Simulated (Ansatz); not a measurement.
# Decaying states in the gap of Sr2I2ClF

Aim: relax a made-up compound, Sr2I2ClF, and see how good a tunnel barrier it would be. It is built by putting Cl for part of the F in the SrIF structure of space group P4/nmm, with the volume rescaled by atomic radii. The parent structure comes from the Materials Project.

Method: r2SCAN DFT, plane waves, PAW files, in the first sound run; inputs show where later runs differ, in Ansatz 0.2.0.

The structure was built from a prototype and need not be the compound's stable phase.

**1. Starting point**

It takes space group P-4m2 (No. 115, tetragonal). Conventional cell: a = 4.381 Å, b = 4.381 Å, c = 9.199 Å, α = 90.00°, β = 90.00°, γ = 90.00°. Nearest to Sr lie 2 Cl at 2.58 Å and 2 F at 2.58 Å and 5 I at 3.51 to 4.36 Å and 8 Sr at 4.12 to 4.38 Å. I has 5 Sr at 3.51 to 4.36 Å nearest. Nearest to F lie 4 Sr at 2.58 Å. Cl has 4 Sr at 2.58 Å nearest. It derives from SrIF. Cl for part of the F in the SrIF structure of space group P4/nmm. Farther neighbours and most contacts between anions are not listed.

**2. Relaxing the new crystal**

The substituted atoms don't fit the parent's cell, so cell and atoms relax together. A small smearing keeps the run stable in case the gap closes on the way.

input.yaml reads:

```yaml
crystal:
  lattice:
    - [4.3812069544, 0.0, 0.0]
    - [0.0, 4.3812069544, 0.0]
    - [0.0, 0.0, 9.199481252]
  atoms:
    - { symbol: Sr, position: [0.5, 0.0, 0.14782338] }
    - { symbol: Sr, position: [0.0, 0.5, 0.85217662] }
    - { symbol: I, position: [0.5, 0.0, 0.67335529] }
    - { symbol: I, position: [0.0, 0.5, 0.32664471] }
    - { symbol: F, position: [0.5, 0.5, 0.0] }
    - { symbol: Cl, position: [0.0, 0.0, 0.0] }
kpoints:
  mp_grid: { grid: [6, 6, 4] }
scf:
  occupations: { method: gaussian, width: 0.03 }
hamiltonian:
  xc: r2scan
output:
  forces: true
  stress: true
relax:
  f_tol: 0.02
  max_steps: 60
  cell: {}
```

The run is started by

```bash
> ansatz run input.yaml --threads 2 --pin off --max-ram 4096MiB --backend cpu --events-out ev --progress --plain --runs-dir out
```

Numbers of over 12 decimals in the logs are rounded to 6 here.

What it wrote:

```text
Engine: ansatz 0.2.0, x86_64-unknown-linux-gnu
Pseudopotentials: kind: paw
Pseudopotential: Sr, paw, valence charge 10, recommended cutoff 500 eV (meta_gga), Sr.paw.azcp
Pseudopotential: I, paw, valence charge 17, recommended cutoff 500 eV (meta_gga), I.paw.azcp
Pseudopotential: F, paw, valence charge 7, recommended cutoff 500 eV (meta_gga), F.paw.azcp
Pseudopotential: Cl, paw, valence charge 7, recommended cutoff 500 eV (meta_gga), Cl.paw.azcp
Functional definition: r2SCAN
  parameter k0 = 0.174
  parameter k1 = 0.065
  parameter a1 = 4.9479
  exchange = r2scan_x(k0 = k0, k1 = k1, a1 = a1)
  correlation = r2scan_c
Crystal: 6 atoms, lattice volume = 176.584 Å³
Basis set: ecut = 500 eV, 4465 PW (Γ), exchange–correlation on 128×128×288 points (64 copies of the dense FFT grid, shifted against one another)
Bands: 41, of which v1, the nominal top of the filled ones, is band 34 counted from 1 (33 counted from 0)
Symmetry: 8 space group operations
Space group: P-4m2 (ITA 115), of the structure as read, at distance tolerance 5.6e-5 Å
k-points: 30 of 144 (time reversal used)
Non-local potential: Sr, projectors of the file, l = 0: 3, l = 1: 2, l = 2: 2
Non-local potential: I, projectors of the file, l = 0: 2, l = 1: 2, l = 2: 2, l = 3: 2
Non-local potential: F, projectors of the file, l = 0: 2, l = 1: 2, l = 2: 1
Non-local potential: Cl, projectors of the file, l = 0: 2, l = 1: 2, l = 2: 2
PAW form: soft (Blöchl's): semilocal exchange-correlation on the pseudo side does not see the compensation charge
PAW frozen core: Sr, regenerated for the run's functional (the file was generated under x = pbe(κ = 0.804, μ = 0.219515), c = pbe(β = 0.066725))
PAW frozen core: I, regenerated for the run's functional (the file was generated under x = pbe(κ = 0.804, μ = 0.219515), c = pbe(β = 0.066725))
PAW frozen core: F, regenerated for the run's functional (the file was generated under x = pbe(κ = 0.804, μ = 0.219515), c = pbe(β = 0.066725))
PAW frozen core: Cl, regenerated for the run's functional (the file was generated under x = pbe(κ = 0.804, μ = 0.219515), c = pbe(β = 0.066725))
PAW one-centre angular grid: Sr, 302 points (default); XC on 160 Gauss nodes
PAW one-centre angular grid: I, 590 points (default); XC on 160 Gauss nodes
PAW one-centre angular grid: F, 302 points (default); XC on 160 Gauss nodes
PAW one-centre angular grid: Cl, 302 points (default); XC on 160 Gauss nodes
Initial density: superposition of atomic densities (neutral atoms: chi_scale 0, normalization atom), corrected by the library's trained network
Initial wavefunctions: pseudopotential atomic-orbital guess
Functional: x = r2scan, c = r2scan; τ floored in thin density (d = 2e-4 eV/Å³)
SCF iter   1: F=—  HF=-24071.812658 eV  |F-HF|=—  |Δ(HF+E_count)|=         —  Δρ=4.93e-3  dr2=4.76e-2  dr2_τ=5.54e-2  ethr=1.77e-3  ⟨swp⟩=12.1  Hψ=7415  notcnv=0
preconditioner: auto → Resta (q_TF=auto, 2.327 Å⁻¹)  ε∞=2.6  [insulator: Δε(μ)=4.665 eV  Ē_g=14.104 eV  σ=0.030 eV  W_gap=1.00  n_scr=38 (ndim 8)  ℏωp=18.1 eV  f_vac=0.079  D(μ)=0.00/eV (n_scr^D=0)  ε∞_Penn≈2.6]
SCF iter   2: F=—  HF=-24071.931215 eV  |F-HF|=—  |Δ(HF+E_count)|=   1.19e-1  Δρ=2.58e-3  dr2=6.88e-3  dr2_τ=1.21e-3  ethr=7.00e-5  ⟨swp⟩=3.6  Hψ=2519  notcnv=0  defer=64
SCF iter   3: F=—  HF=-24071.930907 eV  |F-HF|=—  |Δ(HF+E_count)|=   3.08e-4  Δρ=1.01e-3  dr2=1.65e-3  dr2_τ=1.65e-4  ethr=1.01e-5  ⟨swp⟩=2.7  Hψ=1994  notcnv=0  defer=34
automatic band count: iteration 3 solves 40 bands in place of 41: the levels show a gap, and the empty bands left out lie too high to hold charge; the band table lists the bands solved (type scf.n_extra_bands for more)
SCF iter   4: F=—  HF=-24071.930960 eV  |F-HF|=—  |Δ(HF+E_count)|=   5.23e-5  Δρ=2.42e-4  dr2=7.06e-5  dr2_τ=6.82e-6  ethr=2.42e-6  ⟨swp⟩=2.0  Hψ=1847  notcnv=0  defer=34
SCF iter   5: F=—  HF=-24071.931149 eV  |F-HF|=—  |Δ(HF+E_count)|=   1.89e-4  Δρ=6.26e-5  dr2=6.79e-6  dr2_τ=8.21e-7  ethr=1.04e-7  ⟨swp⟩=2.0  Hψ=1902  notcnv=0  defer=34
SCF iter   6: F=—  HF=-24071.931150 eV  |F-HF|=—  |Δ(HF+E_count)|=   9.05e-7  Δρ=1.68e-5  dr2=4.17e-7  dr2_τ=4.23e-8  ethr=9.98e-9  ⟨swp⟩=2.0  Hψ=1826  notcnv=0  defer=34
SCF iter   7: F=-24071.931150 eV  HF=-24071.931150 eV  |F-HF|=1.56e-8  |Δ(HF+E_count)|=   3.94e-7  Δρ=4.22e-6  dr2=2.92e-8  dr2_τ=3.78e-9  ethr=1.47e-10  ⟨swp⟩=5.0  Hψ=5100  notcnv=0
SCF 1 converged in 7 iterations: F = -24071.931150 eV  dr2 = 2.92e-8
  greatest PAW one-centre occupation: 0.999 electrons in one spin orbital (limit 2), on the I atom at site 3 (counted from 0), in its partial waves of l = 2
relax step   1: F+E_penalty+E_count = -24071.93115038 eV  Δ(F+E_penalty+E_count) = +0.000e0 eV  max|allowed force component| = 2.290e0 eV/Å  Δτ_max = 0.0000 Å  P = +5.527 GPa  Ω = 176.584 Å³  (7 SCF iters, dr2 threshold 1.00e-7 eV, accepted)
Crystal: 6 atoms, lattice volume = 184.596 Å³
Basis set: ecut = 500 eV, 4661 PW (Γ), exchange–correlation on 128×128×288 points (64 copies of the dense FFT grid, shifted against one another)
Initial density: handed on by an earlier stage of this run
Initial wavefunctions: those handed on with the density
iter 1 solved again at ethr=6.57e-4 eV; its pass at ethr=3.10e-3 eV (dr2=4.47e-1 eV) is discarded
SCF iter   1: F=—  HF=-24072.611448 eV  |F-HF|=—  |Δ(HF+E_count)|=         —  Δρ=1.26e-2  dr2=4.66e-1  dr2_τ=2.74e0  ethr=6.57e-4  ⟨swp⟩=1.7  Hψ=7247  notcnv=0
automatic band count: iteration 1 solves 39 bands in place of 41: the levels show a gap, and the empty bands left out lie too high to hold charge; the band table lists the bands solved (type scf.n_extra_bands for more)
preconditioner: auto → Resta (q_TF=auto, 2.310 Å⁻¹)  ε∞=2.8  [insulator: Δε(μ)=4.531 eV  Ē_g=13.374 eV  σ=0.030 eV  W_gap=1.00  n_scr=38 (ndim 8)  ℏωp=17.7 eV  f_vac=0.069  D(μ)=0.00/eV (n_scr^D=0)  ε∞_Penn≈2.8]
SCF iter   2: F=—  HF=-24072.613530 eV  |F-HF|=—  |Δ(HF+E_count)|=   2.08e-3  Δρ=5.47e-3  dr2=4.81e-2  dr2_τ=7.51e-3  ethr=6.57e-4  ⟨swp⟩=5.0  Hψ=2429  notcnv=0
SCF iter   3: F=—  HF=-24072.608912 eV  |F-HF|=—  |Δ(HF+E_count)|=   4.62e-3  Δρ=1.77e-3  dr2=3.73e-3  dr2_τ=4.24e-4  ethr=7.07e-5  ⟨swp⟩=4.0  Hψ=2461  notcnv=0  defer=30
SCF iter   4: F=—  HF=-24072.609832 eV  |F-HF|=—  |Δ(HF+E_count)|=   9.20e-4  Δρ=8.87e-4  dr2=8.85e-4  dr2_τ=1.00e-4  ethr=5.49e-6  ⟨swp⟩=2.0  Hψ=1912  notcnv=0  defer=30
SCF iter   5: F=—  HF=-24072.609818 eV  |F-HF|=—  |Δ(HF+E_count)|=   1.43e-5  Δρ=1.84e-4  dr2=3.26e-5  dr2_τ=7.88e-6  ethr=1.30e-6  ⟨swp⟩=2.0  Hψ=1713  notcnv=0  defer=30
[...]
SCF iter   5: F=—  HF=-24072.674319 eV  |F-HF|=—  |Δ(HF+E_count)|=   2.07e-4  Δρ=1.39e-4  dr2=3.00e-5  dr2_τ=3.01e-6  ethr=4.98e-7  ⟨swp⟩=2.0  Hψ=1796  notcnv=0  defer=21
SCF iter   6: F=—  HF=-24072.674325 eV  |F-HF|=—  |Δ(HF+E_count)|=   6.50e-6  Δρ=5.09e-5  dr2=3.35e-6  dr2_τ=2.48e-7  ethr=4.42e-8  ⟨swp⟩=2.0  Hψ=1849  notcnv=0  defer=21
SCF iter   7: F=-24072.674327 eV  HF=-24072.674327 eV  |F-HF|=6.03e-8  |Δ(HF+E_count)|=   1.55e-6  Δρ=9.50e-6  dr2=1.54e-7  dr2_τ=1.10e-8  ethr=8.82e-10  ⟨swp⟩=5.7  Hψ=4810  notcnv=0
SCF 3 converged in 7 iterations: F = -24072.674327 eV  dr2 = 1.54e-7
relax step   3: F+E_penalty+E_count = -24072.67432664 eV  Δ(F+E_penalty+E_count) = -6.432e-2 eV  max|allowed force component| = 5.298e-2 eV/Å  Δτ_max = 0.1524 Å  P = +0.370 GPa  Ω = 181.302 Å³  energy of the carried Pulay correction = -8.792e-4 eV  (7 SCF iters, dr2 threshold 6.00e-7 eV, accepted)
[...]
relax step   4: F+E_penalty+E_count = -24072.68179105 eV  Δ(F+E_penalty+E_count) = -7.464e-3 eV  max|allowed force component| = 4.676e-2 eV/Å  Δτ_max = 0.0029 Å  P = -0.038 GPa  Ω = 183.195 Å³  energy of the carried Pulay correction = -1.225e-3 eV  (5 SCF iters, dr2 threshold 6.00e-7 eV, accepted)
[...]
relax step   5: F+E_penalty+E_count = -24072.68812404 eV  Δ(F+E_penalty+E_count) = -6.333e-3 eV  max|allowed force component| = 1.357e-2 eV/Å  Δτ_max = 0.0217 Å  P = -0.039 GPa  Ω = 181.904 Å³  energy of the carried Pulay correction = -9.897e-4 eV  (6 SCF iters, dr2 threshold 2.27e-7 eV, accepted)
[...]
relax step   6: F+E_penalty+E_count = -24072.70441763 eV  Δ(F+E_penalty+E_count) = -1.629e-2 eV  max|allowed force component| = 2.333e-2 eV/Å  Δτ_max = 0.0810 Å  P = +0.041 GPa  Ω = 176.929 Å³  energy of the carried Pulay correction = -6.521e-5 eV  (7 SCF iters, dr2 threshold 1.52e-7 eV, accepted)
[...]
relax step   7: F+E_penalty+E_count = -24072.69345365 eV  Δ(F+E_penalty+E_count) = +1.096e-2 eV  max|allowed force component| = 9.285e-2 eV/Å  Δτ_max = 0.0774 Å  P = +0.484 GPa  Ω = 171.922 Å³  energy of the carried Pulay correction = +8.921e-4 eV  (8 SCF iters, dr2 threshold 3.40e-8 eV, rejected (line search))
[...]
relax step   8: F+E_penalty+E_count = -24072.70664744 eV  Δ(F+E_penalty+E_count) = -2.230e-3 eV  max|allowed force component| = 2.652e-3 eV/Å  Δτ_max = 0.0252 Å  P = -0.101 GPa  Ω = 176.376 Å³  energy of the carried Pulay correction = +3.924e-5 eV  (10 SCF iters, accepted)
[...]
relax step   9: F+E_penalty+E_count = -24072.70693315 eV  Δ(F+E_penalty+E_count) = -2.857e-4 eV  max|allowed force component| = 2.584e-3 eV/Å  Δτ_max = 0.0025 Å  P = -0.004 GPa  Ω = 175.810 Å³  energy of the carried Pulay correction = +1.464e-4 eV  (6 SCF iters, dr2 threshold 3.03e-8 eV, accepted)
Basis set: ecut = 500 eV, 4483 PW (Γ), exchange–correlation on 144×144×256 points (64 copies of the dense FFT grid, shifted against one another)
Initial wavefunctions: pseudopotential atomic-orbital guess (no wavefunctions were taken with the density)
iter 1 solved again at ethr=1.17e-6 eV; its pass at ethr=3.10e-3 eV (dr2=7.98e-4 eV) is discarded
SCF iter   1: F=—  HF=-24072.706130 eV  |F-HF|=—  |Δ(HF+E_count)|=         —  Δρ=2.11e-4  dr2=4.55e-6  dr2_τ=2.63e-5  ethr=1.17e-6  ⟨swp⟩=4.1  Hψ=10721  notcnv=0
preconditioner: auto → Resta (q_TF=auto, 2.329 Å⁻¹)  ε∞=2.7  [insulator: Δε(μ)=4.392 eV  Ē_g=13.783 eV  σ=0.030 eV  W_gap=1.00  n_scr=38 (ndim 8)  ℏωp=18.1 eV  f_vac=0.006  D(μ)=0.00/eV (n_scr^D=0)  ε∞_Penn≈2.7]
SCF iter   2: F=—  HF=-24072.706802 eV  |F-HF|=—  |Δ(HF+E_count)|=   6.71e-4  Δρ=1.07e-4  dr2=1.17e-6  dr2_τ=7.71e-6  ethr=6.69e-9  ⟨swp⟩=2.6  Hψ=2361  notcnv=0
SCF iter   3: F=—  HF=-24072.706918 eV  |F-HF|=—  |Δ(HF+E_count)|=   1.16e-4  Δρ=4.78e-6  dr2=1.63e-8  dr2_τ=6.16e-9  ethr=1.72e-9  ⟨swp⟩=2.0  Hψ=1957  notcnv=0
SCF iter   4: F=—  HF=-24072.706918 eV  |F-HF|=—  |Δ(HF+E_count)|=   5.57e-8  Δρ=1.90e-6  dr2=2.95e-9  dr2_τ=5.07e-10  ethr=2.40e-11  ⟨swp⟩=2.0  Hψ=2250  notcnv=0
SCF iter   5: F=—  HF=-24072.706918 eV  |F-HF|=—  |Δ(HF+E_count)|=   3.94e-9  Δρ=1.01e-6  dr2=1.11e-9  dr2_τ=1.19e-10  ethr=4.33e-12  ⟨swp⟩=2.0  Hψ=1890  notcnv=0
SCF iter   6: F=—  HF=-24072.706918 eV  |F-HF|=—  |Δ(HF+E_count)|=  2.04e-10  Δρ=2.79e-7  dr2=8.95e-11  dr2_τ=1.32e-11  ethr=1.63e-12  ⟨swp⟩=2.0  Hψ=1811  notcnv=0
SCF iter   7: F=-24072.706918 eV  HF=-24072.706918 eV  |F-HF|=0.00e0  |Δ(HF+E_count)|=  1.53e-10  Δρ=6.80e-8  dr2=7.42e-12  dr2_τ=5.06e-13  ethr=1.00e-12  ⟨swp⟩=5.2  Hψ=4408  notcnv=0
SCF 10 converged in 7 iterations: F = -24072.706918 eV  dr2 = 7.42e-12
relax step  10: F+E_penalty+E_count = -24072.70691807 eV  Δ(F+E_penalty+E_count) = +1.508e-5 eV  max|allowed force component| = 2.760e-3 eV/Å  Δτ_max = 0.0000 Å  P = -0.006 GPa  Ω = 175.810 Å³  stress off target by 1.18e-2 GPa  SCF on the basis re-selected at this cell (its energy is not comparable with the rows above)  (7 SCF iters)
basis re-selected at this cell: Δ(F+E_penalty+E_count) = +1.508e-5 eV, ΔP = -0.002 GPa vs the last step (what re-selecting the basis moved, of the pressure what is left beyond the Pulay correction that the steps carried, after the strain that the cell walked since its last selection, with what the two solves' SCF thresholds leave and, on support functions, any second-order correction that the steps lacked; it is no measure of the basis error at this ecutwfc). The dense FFT grid was sized anew with the basis: this SCF ran on 36×36×64 points, the steps before it on 32×32×72, so part of this shift can come from that change (see relax.cell in the input reference). [rest of the remark cut]
SCF converged after 7 iterations
Free energy (F): -24072.706918 eV
Harris-Foulkes:  -24072.706918 eV  (|F-HF|=0.00e0)
Internal energy: -24072.706918 eV  (E = F + TS)
E sigma→0 (E₀):  -24072.706918 eV
Fermi energy:    7.420577 eV
--- Per-component energies (eV) ---
  E_band       = -1021.894203
  E_kinetic    = 1237.551322
  E_local      = -5935.663591  (includes V_loc(G=0)·N_el)
  E_nonlocal   = 323.019427
  E_hartree    = 2597.996961
  E_xc         = -754.755265
  E_vxc        = -888.535022  (∫ρ·V_xc dr)
  E_paw        = -15979.291513  (= ΣΔE_a)
  E_vpaw       = -1005.030202  (= ΣTr[D̂ρ^β])
  E_aug_tail   = 0.000996  (compensation charges beyond the density's cutoff)
  E_vtau       = 50.768933  (kinetic-family band-sum trace: ∫τ·v_τ [+ j·A + Jᵃ·Aᵃ] dr)
  E_ewald      = -5561.251490
  E_core_change = -0.313765  (= ΣΔE_core)
  E_smearing   = -0.000000  (= −TS)
  E_closure    = -0.000000  (closes the sum)
  Σ components = -24072.706918   (vs F -24072.706918, Δ=0.00e0)
--- Forces (eV/Å), atoms counted from 1 ---
  atom   1  Sr    -0.00000000     0.00000000    -0.00275997
  atom   2  Sr    -0.00000000     0.00000000     0.00275997
  atom   3  I     -0.00000000    -0.00000000    -0.00118852
  atom   4  I     -0.00000000     0.00000000     0.00118852
  atom   5  F     -0.00000000     0.00000000     0.00000000
  atom   6  Cl     0.00000000    -0.00000000     0.00000000
  max |Σ_I F_I| component: 2.80e-17 eV/Å
--- Stress (GPa, compression-positive) ---
       -0.002500       0.000000      -0.000000
        0.000000      -0.002500      -0.000000
       -0.000000      -0.000000      -0.011754
  P = ⅓ Tr σ = -0.0056 GPa (-0.056 kbar)
--- Relaxed structure (9 steps of the walk, 8 accepted, 1 SCFs on fresh bases) ---
  F+E_penalty+E_count = -24072.70691807 eV   max|allowed force component| = 2.760e-3 eV/Å   (the final SCF, on the basis selected at the relaxed cell)
  cell:  # Å, volume = 175.8103 Å³
    - [4.565814, 0, 0]
    - [0, 4.565814, 0.0]
    - [0, 0.0, 8.433502]
  atoms:
    - { symbol: Sr, position: [0.5, 0, 0.193413] }
    - { symbol: Sr, position: [0, 0.5, 0.806587] }
    - { symbol: I, position: [0.5, 0, 0.645055] }
    - { symbol: I, position: [0, 0.5, 0.354945] }
    - { symbol: F, position: [0.5, 0.5, 0] }
    - { symbol: Cl, position: [0, 0, 0] }
```

Run time: 76 s. Hardware: 2 threads of Intel Xeon 6975P-C (Granite Rapids), shared host; peak memory 0.88 GiB; 2.5 min of CPU time.

Step by step:

```
step  energy less that of the first step (eV)  largest force component (eV/Å)  pressure (GPa)  volume (Å³)
   1                                   0.0000                          2.2901            5.53       176.58
   2                                  -0.6789                          0.4655            1.30       184.60
   3                                  -0.7432                          0.0530            0.37       181.30
   4                                  -0.7506                          0.0468           -0.04       183.20
   5                                  -0.7570                          0.0136           -0.04       181.90
   6                                  -0.7733                          0.0233            0.04       176.93
   7                                  -0.7623                          0.0928            0.48       171.92
   8                                  -0.7755                          0.0027           -0.10       176.38
   9                                  -0.7758                          0.0026            0.00       175.81
 10*                                  -0.7758                          0.0028           -0.01       175.81
```

Relaxation steps marked * repeat the geometry before them on a plane-wave basis chosen anew for their cell, so energy and pressure can jump there. Relaxation step 7 was tried and not accepted.

The run keeps the 8 symmetry operations that it works with, so distortions that break them were not tested.

```
conventional cell, symmetrised  before  after  change
                         a (Å)   4.381  4.566  +4.2 %
                         b (Å)   4.381  4.566  +4.2 %
                         c (Å)   9.199  8.434  -8.3 %
              volume (Å³/atom)   29.43  29.30  -0.4 %
```

The atoms that moved most (Å, as changes of fractional coordinates times the final cell):

```
atom     dx     dy      dz  length
 Sr1  0.000  0.000   0.384   0.384
 Sr2  0.000  0.000  -0.384   0.384
  I3  0.000  0.000  -0.239   0.239
  I4  0.000  0.000   0.239   0.239
```

Final coordinates:

```xyz
6
Lattice="4.5658 0.0000 0.0000 0.0000 4.5658 0.0000 0.0000 0.0000 8.4335" Properties=species:S:1:pos:R:3 pbc="T T T"
Sr    2.2829    0.0000    1.6311
Sr    0.0000    2.2829    6.8024
I     2.2829    0.0000    5.4401
I     0.0000    2.2829    2.9934
F     2.2829    2.2829    0.0000
Cl    0.0000    0.0000    0.0000
```

This step gave:

| Quantity | Value |
| --- | --- |
| free energy | -24072.7069 eV |
| Fermi energy | 7.421 eV |
| pressure | -0.005585 GPa |

The largest force component on a free atom ends at 0.0028 eV/Å.

(Continued in part 2 of 3.)

[Logs are printed without paths, hosts, clocks, repeated set-up lines and the standing remarks that a program may print on its own settings, such as how far it seeks lower states.]

[Hosts, paths, dates, database ids (printed as entryN), source tags and the programs' standing remarks are cut or masked in the printed files.]
